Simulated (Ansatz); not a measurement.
Records of electronic-structure calculations.

```xyz
2
Lattice="0.000 2.820 2.820 2.820 0.000 2.820 2.820 2.820 0.000" Properties=species:S:1:pos:R:3 pbc="T T T" subject="Quasiparticle gap of NaCl (Halite)" method="DFT, PBE, plane waves, PAW (and 1 further level or step)" program="Ansatz 0.2.0" settings_of_one_run="cutoff 420 eV, 8×8×8 k-mesh, smearing width 0.02 eV, default PAW" cost="2 runs, 24 s in all on 1 × NVIDIA H100 80GB HBM3 (shared by 6 runs) with 3 threads of AMD EPYC 7R13 (Zen 3), shared host (the runs of this entry)" notes="The cell and positions come from the Crystallography Open Database and are kept as given unless a step says otherwise. From 55 bands and 60 eV to 296 bands and 200 eV the gap moves by 7.946 − 7.601 = +0.345 eV (rung by rung 7.601, 7.812, 7.946 eV); bands and screening cutoff rise together, so their parts are not told apart. A line in one over the bands through the two highest rungs gives 7.946 + (7.946 − 7.812) × 141 / (296 − 141) = 8.068 eV, and through the pair below 7.812 + (7.812 − 7.601) × 55 / (141 − 55) = 7.947 eV. The two differ by 0.121 eV, not under the 0.030 eV asked, so the law does not hold well over these rungs and the limit is not known." pbe_gap_over_mesh_and_path="5.107 eV, direct, at k = Γ" g0w0_pbe_gap_over_13_of_16_irreducible_mesh_points="7.946 eV, direct, at k = Γ" gw_settings="6×6×6 mesh, 288 empty bands, screening to 200 eV" known_limits="finite bands, screening cutoff and k mesh; no spin-orbit coupling in G0W0"
Na    0.000    0.000    0.000
Cl    2.820    2.820    2.820
```

[Paths, hosts, dates, memory and timing lines, banners, echoed tables and standing remarks are left out of the program output.]

[Logs are printed without paths, hosts, clocks, repeated set-up lines and the standing remarks that a program may print on its own settings, such as how far it seeks lower states.]

[Runs of the session that timed out or met a known fault of the program may be left out.]

[Cells called generated may have been cut or substituted from an entry of the Crystallography Open Database or the Materials Project.]

[Hosts, paths, dates, database ids (printed as entryN), source tags and the programs' standing remarks are cut or masked in the printed files.]
